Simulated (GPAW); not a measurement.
# A Ga chain with two Li atoms in line: relaxation, then transmission at several levels, part 2 of 2

Aim: the conductance of a Ga chain with two Li atoms in line after relaxation, and whether geometry, basis or functional moves it most.

GPAW 26.7.0; GPAW LCAO, PAW setups; relaxation of the junction within the symmetry of its start, lead ends held (the session's first sound run).

So far, transmission at the Fermi level (one spin): step 3 (double-zeta polarised basis) 0.915; step 4 (basis szp(dzp)) 0.957; step 5 (basis sz(dzp)) 0.992. Also open channels of the lead at the Fermi level (one spin): step 4 3.

## (6) revPBE in the dzp basis: xc = "revPBE"

Level of this step: GPAW LCAO, PAW setups; Landauer transmission from Green's functions with principal layers (ASE), zero bias (GPAW).

Back in the dzp basis, the functional changes from PBE to revPBE, to set the spread between functionals beside that between bases.

File run.py:

```python
import json
import numpy as np
from ase import Atoms
from ase.transport.calculators import TransportCalculator
from gpaw import GPAW, FermiDirac
from gpaw.lcao.tools import get_lcao_hamiltonian
from scipy.linalg import eigh

# The junction with lead layers at both ends, along the third cell vector
device = Atoms(
    ['Ga', 'Ga', 'Ga', 'Ga', 'Ga', 'Ga', 'Li', 'Li', 'Ga', 'Ga', 'Ga', 'Ga', 'Ga', 'Ga'],
    positions=[
        [4.50000, 4.50000, 1.27500],
        [4.50000, 4.50000, 3.82500],
        [4.50000, 4.50000, 6.37500],
        [4.50000, 4.50000, 8.92500],
        [4.50000, 4.50000, 11.47500],
        [4.50000, 4.50000, 13.97214],
        [4.50000, 4.50000, 16.66672],
        [4.50000, 4.50000, 19.68388],
        [4.50000, 4.50000, 22.37846],
        [4.50000, 4.50000, 24.87560],
        [4.50000, 4.50000, 27.42560],
        [4.50000, 4.50000, 29.97560],
        [4.50000, 4.50000, 32.52560],
        [4.50000, 4.50000, 35.07560]],
    cell=[[9.0, 0.0, 0.0], [0.0, 9.0, 0.0], [0.0, 0.0, 36.3506]],
    pbc=True)

# One principal layer of the lead: the first 3 atoms of the device
lead = Atoms(
    ['Ga', 'Ga', 'Ga'],
    positions=[
        [4.50000, 4.50000, 1.27500],
        [4.50000, 4.50000, 3.82500],
        [4.50000, 4.50000, 6.37500]],
    cell=[[9.0, 0.0, 0.0], [0.0, 9.0, 0.0], [0.0, 0.0, 7.65]],
    pbc=True)

settings = dict(mode='lcao', basis='dzp', xc='revPBE', h=0.2,
                occupations=FermiDirac(0.1), maxiter=250,
                mixer=dict(beta=0.1, nmaxold=8, weight=100.0),
                convergence=dict(density=0.0001))
energies = np.arange(-2, 2 + 1e-9, 0.025)
eta = 0.0001
n1, n2 = 1, 1
# k and -k transmit alike, so half of the mesh across the current serves
mesh = [(i, j) for i in range(n1) for j in range(n2) if (i, j) <= (-i % n1, -j % n2)]
weights = np.array([1 if (i, j) == (-i % n1, -j % n2) else 2 for i, j in mesh]) / (n1 * n2)

# [... helper functions left out ...]
fermi_lead = ground_state(lead, (1, 1, 15), 'lead.txt')
fermi_device = ground_state(device, (1, 1, 2), 'device.txt')
# [... loop over the mesh left out, but for ...]
        # Shift the lead onto the potential of the device's first layer
        shift = ((H[:, 0, 0] - H0[:, 0, 0]) / S0[0, 0]).real.mean()
# [...]
kT = 8.617333e-5 * 300
bias = [0.1, 0.2, 0.5, 1.0, 1.5, 2.0]
# [... integrals and printing left out ...]
```

On the command line:

```bash
$ OMP_NUM_THREADS=1 OPENBLAS_NUM_THREADS=1 python run.py
```

The program printed:

```text
basis functions: device 166, principal layer 39
Fermi level: lead -2.7655 eV, device -2.6768 eV; lead shifted by 0.0092 eV
largest coupling past the next layer 6.04e-05 eV, largest misfit of the first layer 0.028 eV
  E-E_F (eV)   T (one spin)  channels
    -2.000    1.8403e-04    1.0000
    -1.975    1.9913e-04    1.0000
    -1.950    2.1537e-04    1.0000
[...]
1.975    1.2605e-01    3.0000
     2.000    1.2885e-01    3.0000
conductance at 300 K: 0.85199 G0 a cell; thermopower 18.71 uV/K
current from the zero-bias T(E) at 0.1 V: 6.4909 uA
current from the zero-bias T(E) at 0.2 V: 12.347 uA
current from the zero-bias T(E) at 0.5 V: 23.329 uA
current from the zero-bias T(E) at 1.0 V: 29.608 uA
current from the zero-bias T(E) at 1.5 V: 32.368 uA
current from the zero-bias T(E) at 2.0 V: 34.303 uA
```

Run time: 44 s. Hardware: 1 thread of Arm Neoverse V2, shared host; peak memory 1.1 GiB.

This step gave:

```
conductance                                    : 0.8520 G₀
thermopower                                    : 18.71 μV/K
largest coupling past the next principal layer : 6.04e-5 eV
largest misfit of the first principal layer    : 0.02842 eV
shift that aligns the lead                     : 0.009153 eV
basis functions of the junction                : 166
basis functions of a principal layer           : 39
transmission at the Fermi level (one spin)     : 0.8922
```

One spin. The transmission, zone mean by energy, zero at the Fermi level:

```tsv
energy (eV)	transmission, zone mean
-2.000	1.8e-4
-1.900	2.5e-4
-1.800	3.4e-4
-1.700	4.6e-4
-1.600	6.1e-4
-1.500	7.2e-4
-1.400	0.00158
-1.300	0.00188
-1.200	0.00256
-1.100	0.00359
-1.000	0.00515
-0.900	0.00755
-0.800	0.0114
-0.700	0.0177
-0.600	0.0287
-0.500	0.0492
-0.400	0.0911
-0.300	0.187
-0.200	0.430
-0.100	0.891
-0.050	0.998
0.000	0.892
0.100	0.531
0.200	0.324
0.300	0.222
0.400	0.167
0.500	0.135
0.600	0.116
0.700	0.103
0.800	0.0943
0.900	0.0889
1.000	0.0858
1.100	0.0843
1.200	0.0843
1.300	0.0855
1.400	0.0879
1.500	0.0915
1.600	0.0962
1.700	0.102
1.800	0.110
1.900	0.118
2.000	0.129
```

The conductance, 0.852 G₀, lies 2.3 % below that of the dzp run.

## (7) The structure as built: geometry = "as built"

The dzp basis with PBE on the structure as first built shows what the relaxation was worth.

Edit run.py of step 6 so:

```diff
@@ -17,6 +17,6 @@
         [4.50000, 4.50000, 11.47500],
-        [4.50000, 4.50000, 13.97214],
-        [4.50000, 4.50000, 16.66672],
-        [4.50000, 4.50000, 19.68388],
-        [4.50000, 4.50000, 22.37846],
+        [4.50000, 4.50000, 14.02500],
+        [4.50000, 4.50000, 16.70030],
+        [4.50000, 4.50000, 19.65030],
+        [4.50000, 4.50000, 22.32560],
         [4.50000, 4.50000, 24.87560],
@@ -39,3 +39,3 @@
 
-settings = dict(mode='lcao', basis='dzp', xc='revPBE', h=0.2,
+settings = dict(mode='lcao', basis='dzp', xc='PBE', h=0.2,
                 occupations=FermiDirac(0.1), maxiter=250,
```

The program printed:

```text
basis functions: device 166, principal layer 39
Fermi level: lead -2.8498 eV, device -2.7464 eV; lead shifted by 0.0050 eV
largest coupling past the next layer 6.03e-05 eV, largest misfit of the first layer 0.022 eV
  E-E_F (eV)   T (one spin)  channels
    -2.000    1.7690e-04    1.0000
    -1.975    1.9082e-04    1.0000
    -1.950    2.0568e-04    1.0000
[...]
1.975    1.3554e-01    3.0000
     2.000    1.3806e-01    3.0000
conductance at 300 K: 0.86104 G0 a cell; thermopower 17.69 uV/K
current from the zero-bias T(E) at 0.1 V: 6.5803 uA
current from the zero-bias T(E) at 0.2 V: 12.626 uA
current from the zero-bias T(E) at 0.5 V: 24.674 uA
current from the zero-bias T(E) at 1.0 V: 32.062 uA
current from the zero-bias T(E) at 1.5 V: 35.348 uA
current from the zero-bias T(E) at 2.0 V: 37.643 uA
```

It took 42 s on 1 thread; peak memory 1.1 GiB.

Numbers from this step:

* conductance: 0.8610 G₀
* thermopower: 17.69 μV/K
* largest coupling past the next principal layer: 6.03e-5 eV
* largest misfit of the first principal layer: 0.02154 eV
* shift that aligns the lead: 0.004952 eV
* transmission at the Fermi level (one spin): 0.8937

The conductance, 0.861 G₀, lies 1.2 % below that of the dzp run.

## (8) All levels side by side

Times are for 1 thread of Arm Neoverse V2, shared host. The runs compared:

```tsv
no.	run	conductance (G₀)	time	memory (GiB)
1	dzp	0.8717	47 s	1.1
2	szp	0.8988	41 s	1.1
3	sz	0.9806	26 s	1.0
4	dzp revPBE	0.8520	44 s	1.1
5	asbuilt	0.8610	42 s	1.1
```

## (9) The levels side by side

The curves are compared point by point over the common energies.

This step: comparison of transmission and cost over codes, levels and geometry (GPAW 26.7.0).

Ladder, by row:

```tsv
step	code	T at the Fermi level (sum over the listed spins)	conductance (G0)	r.m.s. T(E) from the first	wall time (s)	peak memory (GiB)	threads
dzp	GPAW	0.9152	0.8717	0	46.52	1.13	1
szp	GPAW	0.9567	0.8988	0.01632	40.67	1.12	1
sz	GPAW	0.9916	0.9806	0.2782	26.16	1.02	1
dzp-revPBE	GPAW	0.8922	0.852	0.009754	43.52	1.13	1
asbuilt	GPAW	0.8937	0.861	0.01543	42.44	1.13	1
```

The transmission, zone mean, sum over the listed spins by energy, zero at the Fermi level:

```tsv
energy (eV)	dzp	szp	sz	dzp-revPBE	asbuilt
-2.0000	1.8e-4	1.1e-4	0.00142	1.8e-4	1.8e-4
-1.7500	3.6e-4	9.1e-5	3.1e-4	4.0e-4	3.6e-4
-1.5000	1.2e-4	1.9e-10	2.9e-7	7.2e-4	9.3e-5
-1.2500	0.00272	0.00374	0.0329	0.00218	0.00288
-1.0000	0.00581	0.00654	0.0565	0.00515	0.00629
-0.7500	0.0154	0.0157	0.122	0.0141	0.0171
-0.5000	0.0526	0.0502	0.305	0.0492	0.0601
-0.2500	0.289	0.258	0.737	0.281	0.335
-0.0500	0.998	0.985	0.998	0.998	0.997
0.0000	0.915	0.957	0.992	0.892	0.894
0.2500	0.286	0.301	0.750	0.264	0.300
0.5000	0.146	0.149	0.545	0.135	0.159
0.7500	0.105	0.107	0.443	0.0980	0.116
1.0000	0.0915	0.0925	0.400	0.0858	0.101
1.2500	0.0899	0.0911	0.393	0.0848	0.0985
1.5000	0.0966	0.0981	0.412	0.0915	0.104
1.7500	0.111	0.113	0.456	0.106	0.117
2.0000	0.136	0.138	0.525	0.129	0.138
```

## (10) A varied run

One more run, with changed settings.

This step: GPAW LCAO, PAW setups; Landauer transmission from Green's functions with principal layers (ASE), zero bias (GPAW 26.7.0).

Edit run.py of step 7 so:

```diff
@@ -17,6 +17,6 @@
         [4.50000, 4.50000, 11.47500],
-        [4.50000, 4.50000, 14.02500],
-        [4.50000, 4.50000, 16.70030],
-        [4.50000, 4.50000, 19.65030],
-        [4.50000, 4.50000, 22.32560],
+        [4.50000, 4.50000, 13.97214],
+        [4.50000, 4.50000, 16.66672],
+        [4.50000, 4.50000, 19.68388],
+        [4.50000, 4.50000, 22.37846],
         [4.50000, 4.50000, 24.87560],
@@ -36,3 +36,3 @@
         [4.50000, 4.50000, 6.37500]],
-    cell=[[9.0, 0.0, 0.0], [0.0, 9.0, 0.0], [0.0, 0.0, 7.65]],
+    cell=[[9.0, 0.0, 0.0], [0.0, 9.0, 0.0], [0.0, 0.0, 6.885]],
     pbc=True)
@@ -40,3 +40,3 @@
 settings = dict(mode='lcao', basis='dzp', xc='PBE', h=0.2,
-                occupations=FermiDirac(0.1), maxiter=250,
+                occupations=FermiDirac(0.1), maxiter=75,
                 mixer=dict(beta=0.1, nmaxold=8, weight=100.0),
```

The program printed:

```text
basis functions: device 166, principal layer 39
Fermi level: lead -3.3299 eV, device -2.7563 eV; lead shifted by 0.6113 eV
largest coupling past the next layer 2.38e-03 eV, largest misfit of the first layer 1.186 eV
  E-E_F (eV)   T (one spin)  channels
    -2.000    6.9926e-04    1.0000
    -1.975    7.6024e-04    1.0000
    -1.950    8.0257e-04    1.0000
    -1.925    8.2151e-04    1.0000
    -1.900    8.1533e-04    1.0000
    -1.875    7.8570e-04    1.0000
    -1.850    7.3728e-04    1.0000
    -1.825    6.7633e-04    1.0000
    -1.800    6.0933e-04    1.0000
    -1.775    5.4182e-04    1.0000
    -1.750    4.7781e-04    1.0000
    -1.725    4.1978e-04    1.0000
    -1.700    3.6888e-04    1.0000
    -1.675    3.2533e-04    1.0000
    -1.650    2.8879e-04    1.0000
    -1.625    2.5861e-04    1.0000
[...]
1.825    2.1937e-01    3.0000
     1.850    2.1209e-01    3.0000
     1.875    3.9936e-01    3.0000
     1.900    8.4765e-01    3.0000
     1.925    8.2052e-01    3.0000
     1.950    4.5963e-01    3.0000
     1.975    2.8000e-01    3.0000
     2.000    1.9676e-01    3.0000
conductance at 300 K: 2.0064e-05 G0 a cell; thermopower -201.6 uV/K
current from the zero-bias T(E) at 0.1 V: 0.0001993 uA
current from the zero-bias T(E) at 0.2 V: 0.00053608 uA
current from the zero-bias T(E) at 0.5 V: 0.0010388 uA
current from the zero-bias T(E) at 1.0 V: 0.063539 uA
current from the zero-bias T(E) at 1.5 V: 0.14876 uA
current from the zero-bias T(E) at 2.0 V: 0.17113 uA
```

The job ended after 44 s (1 thread; peak memory 1.1 GiB).

The run finished. A setting was moved off its sound value on purpose, so it serves as a test and not as the result.

The fault put into the input: a lead period that doesn't match its atoms (period = 6.885).

The two runs compared:

```tsv
quantity	this run	sound run	difference
conductance (G₀)	2.006e-5	0.87169	-0.872
largest coupling past the next principal layer (eV)	0.0023773	6.030e-5	0.00232
largest misfit of the first principal layer (eV)	1.1863	0.027568	1.16
shift that aligns the lead (eV)	0.61132	0.0070348	0.604
transmission at the Fermi level (one spin)	4.596e-6	0.91525	-0.915
open channels of the lead at the Fermi level (one spin)	0	3	-3
```

One result that differs is the transmission at the Fermi level (one spin), 4.6e-6 against 0.915.

## (11) Outcome

* conductance: 0.872 G₀
* transmission at the Fermi level, mean of the spins: 0.915
* thermopower: 16.1 μV/K
* open channels of the lead there: 3

What this shows: In the dzp basis the junction conducts 0.872 G₀ at 300 K, with T = 0.915 a spin at the Fermi level; the szp basis reaches that conductance within 10 %. Relaxation moved atoms by up to 0.053 Å and took the conductance from 0.861 to 0.872 G₀, as a ratio a smaller change than the step from dzp to the minimal basis. The scatterer reflects about 69 % of the incoming channels at the Fermi level. At the Fermi level one eigenchannel carries the current (0.91). The positive thermopower says that the thermally weighted transmission is larger below the Fermi level, as for hole-like transport. Measured against the first run (dzp), the nearest curve is that of dzp-revPBE (r.m.s. 0.0098) and the farthest that of sz (0.28). Over the compared runs wall time goes from 26 s (sz) to 47 s (dzp), on a shared host. The leads kept an estimated spacing and the cell its length, so the junction may be under some tension or compression. The geometry comes from the orbital basis, which tends to overbind, and kept the symmetry of the start, so a structure of lower symmetry may lie lower. An evenly spaced straight chain is an idealisation: free chains tend to dimerise, zigzag or, where a band edge lies near the Fermi level, turn magnetic. The currents use the zero-bias T(E) throughout, which holds only while the bias is small against the distance to the nearest feature.

[Logs are printed without paths, hosts, clocks, repeated set-up lines and the standing remarks that a program may print on its own settings, such as how far it seeks lower states.]

[Hosts, paths, dates, database ids (printed as entryN), source tags and the programs' standing remarks are cut or masked in the printed files.]
